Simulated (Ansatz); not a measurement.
# Decaying states in the gap of K2AlAgCl3F3

Wanted: the relaxed cell of K2AlAgCl3F3, its band edges and its decay constants. It is built by putting F for part of the Cl in the K2AlAgCl6 structure of space group Fm-3m, with the volume rescaled by atomic radii. The parent structure comes from the Materials Project.

Method: PBE DFT, plane waves, PAW files, in the first sound run; inputs show where later runs differ, in Ansatz 0.2.0.

The structure was built from a prototype and need not be the compound's stable phase.

## Step 1: Starting point

It takes space group R3m (No. 160, trigonal). Conventional cell: a = 6.817 Å, b = 6.817 Å, c = 16.699 Å, α = 90.00°, β = 90.00°, γ = 120.00°. Nearest to K lie 6 F at 3.41 Å and 6 Cl at 3.41 Å. K has 6 Cl at 3.41 Å and 6 F at 3.41 Å nearest. Nearest to Al lie 3 Cl at 2.23 Å and 3 F at 2.23 Å. Ag has 3 Cl at 2.59 Å and 3 F at 2.59 Å nearest. Nearest to Cl lie 1 Al at 2.23 Å and 1 Ag at 2.59 Å and 4 K at 3.41 Å. Nearest to F lie 1 Al at 2.23 Å and 1 Ag at 2.59 Å and 4 K at 3.41 Å. It derives from K2AlAgCl6. F for part of the Cl in the K2AlAgCl6 structure of space group Fm-3m. Farther neighbours and most contacts between anions are not listed.

## Step 2: Relaxing the new crystal

The substituted atoms don't fit the parent's cell, so cell and atoms relax together. A small smearing keeps the run stable in case the gap closes on the way.

The input, input.yaml:

```yaml
crystal:
  lattice:
    - [0.0, 4.8205049094, 4.8205049094]
    - [4.8205049094, 0.0, 4.8205049094]
    - [4.8205049094, 4.8205049094, 0.0]
  atoms:
    - { symbol: K, position: [0.75, 0.75, 0.75] }
    - { symbol: K, position: [0.25, 0.25, 0.25] }
    - { symbol: Al, position: [0.0, 0.0, 0.0] }
    - { symbol: Ag, position: [0.5, 0.5, 0.5] }
    - { symbol: Cl, position: [0.768551, 0.231449, 0.231449] }
    - { symbol: F, position: [0.231449, 0.231449, 0.768551] }
    - { symbol: F, position: [0.231449, 0.768551, 0.768551] }
    - { symbol: Cl, position: [0.231449, 0.768551, 0.231449] }
    - { symbol: F, position: [0.768551, 0.231449, 0.768551] }
    - { symbol: Cl, position: [0.768551, 0.768551, 0.231449] }
kpoints:
  mp_grid: { grid: [4, 4, 4] }
scf:
  occupations: { method: gaussian, width: 0.03 }
hamiltonian:
  xc: pbe
output:
  forces: true
  stress: true
relax:
  f_tol: 0.02
  max_steps: 60
  cell: {}
```

Command:

```sh
$ ansatz run input.yaml --threads 2 --pin off --max-ram 4096MiB --backend cpu --events-out ev --progress --plain --runs-dir out
```

Numbers of over 12 decimals in the logs are rounded to 6 here.

The log of the run:

```text
Engine: ansatz 0.2.0, aarch64-unknown-linux-gnu
Pseudopotentials: kind: paw
Pseudopotential: K, paw, valence charge 9, recommended cutoff 420 eV (normal), K.paw.azcp
Pseudopotential: Al, paw, valence charge 3, recommended cutoff 420 eV (normal), Al.paw.azcp
Pseudopotential: Ag, paw, valence charge 19, recommended cutoff 420 eV (normal), Ag.paw.azcp
Pseudopotential: Cl, paw, valence charge 7, recommended cutoff 420 eV (normal), Cl.paw.azcp
Pseudopotential: F, paw, valence charge 7, recommended cutoff 420 eV (normal), F.paw.azcp
Functional definition: PBE
  parameter kappa = 0.804
  parameter beta = 0.066725
  exchange = pbe_x(kappa = kappa, mu = beta*pi^2/3)
  correlation = pbe_c(beta = beta)
Crystal: 10 atoms, lattice volume = 224.031 Å³
Basis set: ecut = 420 eV, 4381 PW (Γ), exchange–correlation on 96×96×96 points (8 copies of the dense FFT grid, shifted against one another)
Bands: 51, of which v1, the nominal top of the filled ones, is band 41 counted from 1 (40 counted from 0)
Symmetry: 6 space group operations
Space group: R3m (ITA 160), of the structure as read, at distance tolerance 6.1e-5 Å
k-points: 13 of 64 (time reversal used)
Non-local potential: K, projectors of the file, l = 0: 3, l = 1: 2, l = 2: 2
Non-local potential: Al, projectors of the file, l = 0: 2, l = 1: 2, l = 2: 1
Non-local potential: Ag, projectors of the file, l = 0: 3, l = 1: 2, l = 2: 2, l = 3: 1
Non-local potential: Cl, projectors of the file, l = 0: 2, l = 1: 2, l = 2: 2
Non-local potential: F, projectors of the file, l = 0: 2, l = 1: 2, l = 2: 1
PAW form: soft (Blöchl's): semilocal exchange-correlation on the pseudo side does not see the compensation charge
PAW one-centre angular grid: K, 110 points (default); XC on 64 Gauss nodes
PAW one-centre angular grid: Al, 110 points (default); XC on 64 Gauss nodes
PAW one-centre angular grid: Ag, 590 points (default); XC on 64 Gauss nodes
PAW one-centre angular grid: Cl, 110 points (default); XC on 64 Gauss nodes
PAW one-centre angular grid: F, 110 points (default); XC on 64 Gauss nodes
Initial density: superposition of atomic densities (neutral atoms: chi_scale 0, normalization atom), corrected by the library's trained network
Initial wavefunctions: pseudopotential atomic-orbital guess
Functional: x = pbe(κ = 0.804, μ = 0.219515), c = pbe(β = 0.066725)
SCF iter   1: F=—  HF=-16877.917542 eV  |F-HF|=—  |Δ(HF+E_count)|=         —  Δρ=1.16e-3  dr2=1.47e-3  ethr=1.77e-3  ⟨swp⟩=8.5  Hψ=3091  notcnv=0  defer=10
preconditioner: auto → Resta (q_TF=auto, 2.308 Å⁻¹)  ε∞=3.4  [insulator: Δε(μ)=2.442 eV  Ē_g=13.336 eV  σ=0.030 eV  W_gap=1.00  n_scr=58 (ndim 8)  ℏωp=20.8 eV  f_vac=0.116  D(μ)=0.00/eV (n_scr^D=0)  ε∞_Penn≈3.4]
SCF iter   2: F=—  HF=-16877.918146 eV  |F-HF|=—  |Δ(HF+E_count)|=   6.04e-4  Δρ=6.06e-4  dr2=5.38e-4  ethr=1.80e-6  ⟨swp⟩=3.0  Hψ=1441  notcnv=0  defer=37
SCF iter   3: F=—  HF=-16877.918256 eV  |F-HF|=—  |Δ(HF+E_count)|=   1.10e-4  Δρ=2.63e-4  dr2=1.06e-4  ethr=6.56e-7  ⟨swp⟩=2.0  Hψ=919  notcnv=0  defer=37
SCF iter   4: F=—  HF=-16877.918290 eV  |F-HF|=—  |Δ(HF+E_count)|=   3.44e-5  Δρ=9.65e-5  dr2=2.10e-5  ethr=1.29e-7  ⟨swp⟩=2.0  Hψ=1075  notcnv=0  defer=37
SCF iter   5: F=—  HF=-16877.918147 eV  |F-HF|=—  |Δ(HF+E_count)|=   1.44e-4  Δρ=4.46e-5  dr2=4.40e-6  ethr=2.56e-8  ⟨swp⟩=2.0  Hψ=1071  notcnv=0  defer=37
SCF iter   6: F=—  HF=-16877.918147 eV  |F-HF|=—  |Δ(HF+E_count)|=   3.74e-7  Δρ=1.29e-5  dr2=6.03e-7  ethr=5.36e-9  ⟨swp⟩=2.1  Hψ=864  notcnv=0  defer=37
SCF iter   7: F=-16877.918147 eV  HF=-16877.918147 eV  |F-HF|=1.98e-8  |Δ(HF+E_count)|=   4.26e-8  Δρ=5.35e-6  dr2=6.20e-8  ethr=1.22e-10  ⟨swp⟩=3.0  Hψ=2793  notcnv=0
SCF 1 converged in 7 iterations: F = -16877.918147 eV  dr2 = 6.20e-8
  greatest PAW one-centre occupation: 1.000 electrons in one spin orbital (limit 2), on the Ag atom at site 3 (counted from 0), in its partial waves of l = 0
relax step   1: F+E_penalty+E_count = -16877.91814705 eV  Δ(F+E_penalty+E_count) = +0.000e0 eV  max|allowed force component| = 1.914e0 eV/Å  Δτ_max = 0.0000 Å  P = -2.493 GPa  Ω = 224.031 Å³  (7 SCF iters, dr2 threshold 1.00e-7 eV, accepted)
Crystal: 10 atoms, lattice volume = 215.322 Å³
Basis set: ecut = 420 eV, 4225 PW (Γ), exchange–correlation on 96×96×96 points (8 copies of the dense FFT grid, shifted against one another)
Initial density: handed on by an earlier stage of this run
Initial wavefunctions: those handed on with the density
iter 1 solved again at ethr=1.19e-3 eV; its pass at ethr=3.10e-3 eV (dr2=9.79e-1 eV) is discarded
SCF iter   1: F=—  HF=-16879.493123 eV  |F-HF|=—  |Δ(HF+E_count)|=         —  Δρ=2.58e-2  dr2=1.00e0  ethr=1.19e-3  ⟨swp⟩=1.8  Hψ=3206  notcnv=0
preconditioner: auto → Resta (q_TF=auto, 2.323 Å⁻¹)  ε∞=3.4  [insulator: Δε(μ)=2.950 eV  Ē_g=13.573 eV  σ=0.030 eV  W_gap=1.00  n_scr=58 (ndim 8)  ℏωp=21.2 eV  f_vac=0.095  D(μ)=0.00/eV (n_scr^D=0)  ε∞_Penn≈3.4]
SCF iter   2: F=—  HF=-16879.185797 eV  |F-HF|=—  |Δ(HF+E_count)|=   3.07e-1  Δρ=1.13e-2  dr2=1.36e-1  ethr=1.19e-3  ⟨swp⟩=3.0  Hψ=1093  notcnv=0
SCF iter   3: F=—  HF=-16879.154880 eV  |F-HF|=—  |Δ(HF+E_count)|=   3.09e-2  Δρ=3.63e-3  dr2=1.46e-2  ethr=1.65e-4  ⟨swp⟩=3.0  Hψ=1422  notcnv=0  defer=50
SCF iter   4: F=—  HF=-16879.153653 eV  |F-HF|=—  |Δ(HF+E_count)|=   1.23e-3  Δρ=1.48e-3  dr2=2.18e-3  ethr=1.78e-5  ⟨swp⟩=2.0  Hψ=1139  notcnv=0  defer=50
SCF iter   5: F=—  HF=-16879.153784 eV  |F-HF|=—  |Δ(HF+E_count)|=   1.31e-4  Δρ=5.13e-4  dr2=4.71e-4  ethr=2.65e-6  ⟨swp⟩=2.0  Hψ=1068  notcnv=0  defer=50
SCF iter   6: F=—  HF=-16879.153571 eV  |F-HF|=—  |Δ(HF+E_count)|=   2.13e-4  Δρ=1.16e-4  dr2=5.49e-5  ethr=5.75e-7  ⟨swp⟩=2.0  Hψ=1135  notcnv=0  defer=50
SCF iter   7: F=—  HF=-16879.153589 eV  |F-HF|=—  |Δ(HF+E_count)|=   1.73e-5  Δρ=2.69e-5  dr2=3.02e-6  ethr=6.69e-8  ⟨swp⟩=2.6  Hψ=1106  notcnv=0  defer=50
SCF iter   8: F=-16879.153590 eV  HF=-16879.153590 eV  |F-HF|=6.30e-8  |Δ(HF+E_count)|=   1.23e-6  Δρ=5.69e-6  dr2=1.17e-7  ethr=1.22e-9  ⟨swp⟩=4.0  Hψ=2158  notcnv=0
SCF 2 converged in 8 iterations: F = -16879.153590 eV  dr2 = 1.17e-7
relax step   2: F+E_penalty+E_count = -16879.15358987 eV  Δ(F+E_penalty+E_count) = -1.235e0 eV  max|allowed force component| = 2.012e0 eV/Å  Δτ_max = 0.1964 Å  P = -1.716 GPa  Ω = 215.322 Å³  energy of the carried Pulay correction = +9.828e-3 eV  (8 SCF iters, dr2 threshold 1.00e-6 eV, accepted)
Crystal: 10 atoms, lattice volume = 207.765 Å³
Basis set: ecut = 420 eV, 4019 PW (Γ), exchange–correlation on 96×96×96 points (8 copies of the dense FFT grid, shifted against one another)
[...]
SCF 3 converged in 8 iterations: F = -16879.861514 eV  dr2 = 1.29e-7
relax step   3: F+E_penalty+E_count = -16879.86151448 eV  Δ(F+E_penalty+E_count) = -7.079e-1 eV  max|allowed force component| = 7.608e-1 eV/Å  Δτ_max = 0.1948 Å  P = +2.107 GPa  Ω = 207.765 Å³  energy of the carried Pulay correction = +1.868e-2 eV  (8 SCF iters, dr2 threshold 1.00e-6 eV, accepted)
[... from here on, the SCF cycles and remarks between the steps are left out ...]
relax step   4: F+E_penalty+E_count = -16879.99441597 eV  Δ(F+E_penalty+E_count) = -1.329e-1 eV  max|allowed force component| = 3.936e-1 eV/Å  Δτ_max = 0.0774 Å  P = +0.068 GPa  Ω = 208.986 Å³  energy of the carried Pulay correction = +1.723e-2 eV  (7 SCF iters, dr2 threshold 1.00e-6 eV, accepted)
relax step   5: F+E_penalty+E_count = -16880.03668047 eV  Δ(F+E_penalty+E_count) = -4.226e-2 eV  max|allowed force component| = 7.040e-2 eV/Å  Δτ_max = 0.0895 Å  P = +0.186 GPa  Ω = 210.399 Å³  energy of the carried Pulay correction = +1.556e-2 eV  (7 SCF iters, dr2 threshold 1.00e-6 eV, accepted)
relax step   6: F+E_penalty+E_count = -16880.04576437 eV  Δ(F+E_penalty+E_count) = -9.084e-3 eV  max|allowed force component| = 1.004e-1 eV/Å  Δτ_max = 0.1164 Å  P = +0.069 GPa  Ω = 213.073 Å³  energy of the carried Pulay correction = +1.243e-2 eV  (7 SCF iters, dr2 threshold 3.10e-7 eV, accepted)
relax step   7: F+E_penalty+E_count = -16880.04803470 eV  Δ(F+E_penalty+E_count) = -2.270e-3 eV  max|allowed force component| = 4.254e-2 eV/Å  Δτ_max = 0.0300 Å  P = -0.041 GPa  Ω = 214.530 Å³  energy of the carried Pulay correction = +1.074e-2 eV  (6 SCF iters, dr2 threshold 6.30e-7 eV, accepted)
relax step   8: F+E_penalty+E_count = -16880.04869633 eV  Δ(F+E_penalty+E_count) = -6.616e-4 eV  max|allowed force component| = 5.460e-3 eV/Å  Δτ_max = 0.0372 Å  P = +0.017 GPa  Ω = 214.966 Å³  energy of the carried Pulay correction = +1.024e-2 eV  (7 SCF iters, dr2 threshold 1.13e-7 eV, accepted)
relax step   9: F+E_penalty+E_count = -16880.04904364 eV  Δ(F+E_penalty+E_count) = -3.473e-4 eV  max|allowed force component| = 9.675e-3 eV/Å  Δτ_max = 0.0062 Å  P = +0.015 GPa  Ω = 215.125 Å³  energy of the carried Pulay correction = +1.006e-2 eV  (7 SCF iters, dr2 threshold 2.48e-8 eV, accepted)
relax step  10: F+E_penalty+E_count = -16880.04374037 eV  Δ(F+E_penalty+E_count) = +5.303e-3 eV  max|allowed force component| = 9.735e-3 eV/Å  Δτ_max = 0.0000 Å  P = -0.049 GPa  Ω = 215.125 Å³  stress off target by 1.45e-1 GPa  SCF on the basis re-selected at this cell (its energy is not comparable with the rows above)  (6 SCF iters)
relax step  11: F+E_penalty+E_count = -16880.04401614 eV  Δ(F+E_penalty+E_count) = -2.758e-4 eV  max|allowed force component| = 2.881e-2 eV/Å  Δτ_max = 0.0109 Å  P = -0.017 GPa  Ω = 214.818 Å³  energy of the carried Pulay correction = +3.336e-4 eV  (6 SCF iters, dr2 threshold 5.25e-8 eV, rejected (line search))
relax step  12: F+E_penalty+E_count = -16880.04445618 eV  Δ(F+E_penalty+E_count) = -7.158e-4 eV  max|allowed force component| = 4.159e-3 eV/Å  Δτ_max = 0.0057 Å  P = -0.004 GPa  Ω = 214.798 Å³  energy of the carried Pulay correction = +3.594e-4 eV  (9 SCF iters, accepted)
iter 1 solved again at ethr=1.52e-7 eV; its pass at ethr=3.10e-3 eV (dr2=1.25e-4 eV) is discarded
SCF iter   1: F=—  HF=-16880.044159 eV  |F-HF|=—  |Δ(HF+E_count)|=         —  Δρ=1.15e-5  dr2=3.77e-8  ethr=1.52e-7  ⟨swp⟩=3.6  Hψ=4950  notcnv=0
eigensolver tolerance schedule: the retry pair's looser diagonalisation over-reported the residual by 3307.70 of it (diagonalisation noise at 0.19 of the residual, at the tolerance the schedule requests for it); recorded, not acted on — ethr = c·dr2/N_el stays at c = 1.0e-1
preconditioner: auto → Resta (q_TF=auto, 2.324 Å⁻¹)  ε∞=3.4  [insulator: Δε(μ)=2.681 eV  Ē_g=13.811 eV  σ=0.030 eV  W_gap=1.00  n_scr=56 (ndim 8)  ℏωp=21.2 eV  f_vac=0.116  D(μ)=0.00/eV (n_scr^D=0)  ε∞_Penn≈3.4]
SCF iter   2: F=—  HF=-16880.044119 eV  |F-HF|=—  |Δ(HF+E_count)|=   4.02e-5  Δρ=5.48e-6  dr2=9.69e-9  ethr=4.59e-11  ⟨swp⟩=2.5  Hψ=1243  notcnv=0
SCF iter   3: F=—  HF=-16880.044119 eV  |F-HF|=—  |Δ(HF+E_count)|=   2.16e-8  Δρ=1.59e-6  dr2=1.05e-9  ethr=1.18e-11  ⟨swp⟩=2.0  Hψ=1008  notcnv=0
SCF iter   4: F=-16880.044119 eV  HF=-16880.044119 eV  |F-HF|=3.64e-12  |Δ(HF+E_count)|=   1.23e-9  Δρ=1.55e-7  dr2=2.76e-11  ethr=1.00e-12  ⟨swp⟩=3.0  Hψ=2547  notcnv=0
SCF 13 converged in 4 iterations: F = -16880.044119 eV  dr2 = 2.76e-11
relax step  13: F+E_penalty+E_count = -16880.04411915 eV  Δ(F+E_penalty+E_count) = +3.370e-4 eV  max|allowed force component| = 4.164e-3 eV/Å  Δτ_max = 0.0000 Å  P = -0.006 GPa  Ω = 214.798 Å³  stress off target by 4.42e-2 GPa  SCF on the basis re-selected at this cell (its energy is not comparable with the rows above)  (4 SCF iters)
basis re-selected at this cell: Δ(F+E_penalty+E_count) = +3.370e-4 eV, ΔP = -0.002 GPa vs the last step (what re-selecting the basis moved, of the pressure what is left beyond the Pulay correction that the steps carried, after the strain that the cell walked since its last selection, with what the two solves' SCF thresholds leave and, on support functions, any second-order correction that the steps lacked; it is no m [...]
SCF converged after 4 iterations
Free energy (F): -16880.044119 eV
Harris-Foulkes:  -16880.044119 eV  (|F-HF|=3.64e-12)
Internal energy: -16880.044119 eV  (E = F + TS)
E sigma→0 (E₀):  -16880.044119 eV
Fermi energy:    4.321745 eV
--- Per-component energies (eV) ---
  E_band       = -819.263479
  E_kinetic    = 2167.993399
  E_local      = -7693.768497  (includes V_loc(G=0)·N_el)
  E_nonlocal   = 423.874528
  E_hartree    = 3108.632022
  E_xc         = -1056.279588
  E_vxc        = -1267.053112  (∫ρ·V_xc dr)
  E_paw        = -8516.331881  (= ΣΔE_a)
  E_vpaw       = -667.580353  (= ΣTr[D̂ρ^β])
  E_aug_tail   = 0.006757  (compensation charges beyond the density's cutoff)
  E_ewald      = -5314.170859
  E_smearing   = -0.000000  (= −TS)
  E_closure    = 0.000000  (closes the sum)
  Σ components = -16880.044119   (vs F -16880.044119, Δ=0.00e0)
--- Forces (eV/Å), atoms counted from 1 ---
  atom   1  K      0.00024540     0.00024540    -0.00024540
  atom   2  K     -0.00295428    -0.00295428     0.00295428
  atom   3  Al    -0.00235905    -0.00235905     0.00235905
  atom   4  Ag     0.00066912     0.00066912    -0.00066912
  atom   5  Cl     0.00416434     0.00013270    -0.00013270
  atom   6  F     -0.00026091    -0.00026091    -0.00049521
  atom   7  F      0.00049521    -0.00026091     0.00026091
  atom   8  Cl     0.00013270     0.00416434    -0.00013270
  atom   9  F     -0.00026091     0.00049521     0.00026091
  atom  10  Cl     0.00013270     0.00013270    -0.00416434
  max |Σ_I F_I| component: 4.30e-6 eV/Å
--- Stress (GPa, compression-positive) ---
       -0.006234      -0.018980       0.018980
       -0.018980      -0.006234       0.018980
        0.018980       0.018980      -0.006234
  P = ⅓ Tr σ = -0.0062 GPa (-0.062 kbar)
--- Relaxed structure (11 steps of the walk, 10 accepted, 2 SCFs on fresh bases) ---
  F+E_penalty+E_count = -16880.04411915 eV   max|allowed force component| = 4.164e-3 eV/Å   (the final SCF, on the basis selected at the relaxed cell)
  cell:  # Å, volume = 214.7975 Å³
    - [-1.3877787807814457e-17, 4.847366, 4.847366]
    - [4.847366, -1.3877787807814457e-17, 4.847366]
    - [4.662957, 4.662957, 0.184408]
  atoms:
    - { symbol: K, position: [0.751604, 0.751604, 0.745189] }
    - { symbol: K, position: [0.233417, 0.233417, 0.299750] }
    - { symbol: Al, position: [0.020095, 0.020095, -0.060284] }
    - { symbol: Ag, position: [0.485627, 0.485627, 0.543119] }
    - { symbol: Cl, position: [0.764812, 0.242784, 0.227593] }
    - { symbol: F, position: [0.206788, 0.206788, 0.763149] }
    - { symbol: F, position: [0.206788, 0.823275, 0.763149] }
    - { symbol: Cl, position: [0.242784, 0.764812, 0.227593] }
    - { symbol: F, position: [0.823275, 0.206788, 0.763149] }
    - { symbol: Cl, position: [0.764812, 0.764812, 0.227593] }
```

Wall time 58 s (2 threads of Arm Neoverse V2, shared host); peak memory 0.53 GiB; 1.9 min of CPU time.

The steps of the relaxation:

```
step  energy less that of the first step (eV)  largest force component (eV/Å)  pressure (GPa)  volume (Å³)
   1                                   0.0000                          1.9140           -2.49       224.03
   2                                  -1.2354                          2.0125           -1.72       215.32
   3                                  -1.9434                          0.7608            2.11       207.77
   4                                  -2.0763                          0.3936            0.07       208.99
   5                                  -2.1185                          0.0704            0.19       210.40
   6                                  -2.1276                          0.1004            0.07       213.07
   7                                  -2.1299                          0.0425           -0.04       214.53
   8                                  -2.1305                          0.0055            0.02       214.97
   9                                  -2.1309                          0.0097            0.01       215.12
 10*                                  -2.1256                          0.0097           -0.05       215.12
  11                                  -2.1259                          0.0288           -0.02       214.82
  12                                  -2.1263                          0.0042            0.00       214.80
 13*                                  -2.1260                          0.0042           -0.01       214.80
```

Relaxation steps marked * repeat the geometry before them on a plane-wave basis chosen anew for their cell, so energy and pressure can jump there. Relaxation step 11 was tried and not accepted.

Forces are held to the 6 operations that the run works with; a distortion that breaks them can't arise in this run.

```
conventional cell, symmetrised  before   after  change
                         a (Å)   6.817   6.855  +0.6 %
                         b (Å)   6.817   6.855  +0.6 %
                         c (Å)  16.699  15.834  -5.2 %
              volume (Å³/atom)   22.40   21.48  -4.1 %
```

The atoms that moved most (Å, as changes of fractional coordinates times the final cell):

```
atom      dx      dy      dz  length
 Al3  -0.184  -0.184   0.184   0.318
  F9  -0.145   0.240   0.145   0.315
  F7   0.240  -0.145   0.145   0.315
  F6  -0.145  -0.145  -0.240   0.315
  K2   0.152   0.152  -0.152   0.263
 Ag4   0.131   0.131  -0.131   0.228
 Cl5   0.037  -0.036   0.036   0.063
 Cl8  -0.036   0.037   0.036   0.063
```

The relaxed structure:

```cif
data_structure
_symmetry_space_group_name_H-M 'P 1'
_symmetry_Int_Tables_number 1
_cell_length_a 6.8552
_cell_length_b 6.8552
_cell_length_c 6.5970
_cell_angle_alpha 58.697
_cell_angle_beta 58.697
_cell_angle_gamma 60.000
_cell_volume 214.80
loop_
_atom_site_label
_atom_site_type_symbol
_atom_site_fract_x
_atom_site_fract_y
_atom_site_fract_z
_atom_site_occupancy
K1 K 0.75160 0.75160 0.74519 1
K2 K 0.23342 0.23342 0.29975 1
Al3 Al 0.02009 0.02009 0.93972 1
Ag4 Ag 0.48563 0.48563 0.54312 1
Cl5 Cl 0.76481 0.24278 0.22759 1
F6 F 0.20679 0.20679 0.76315 1
F7 F 0.20679 0.82327 0.76315 1
Cl8 Cl 0.24278 0.76481 0.22759 1
F9 F 0.82327 0.20679 0.76315 1
Cl10 Cl 0.76481 0.76481 0.22759 1
```

Numbers from this step:

| Item | Value |
| --- | --- |
| free energy | -16880.0441 eV |
| Fermi energy | 4.322 eV |
| pressure | -0.006234 GPa |

The largest force component on a free atom ends at 0.0042 eV/Å.

[end of part 1 of 3]

[Logs are printed without paths, hosts, clocks, repeated set-up lines and the standing remarks that a program may print on its own settings, such as how far it seeks lower states.]

[Hosts, paths, dates, database ids (printed as entryN), source tags and the programs' standing remarks are cut or masked in the printed files.]
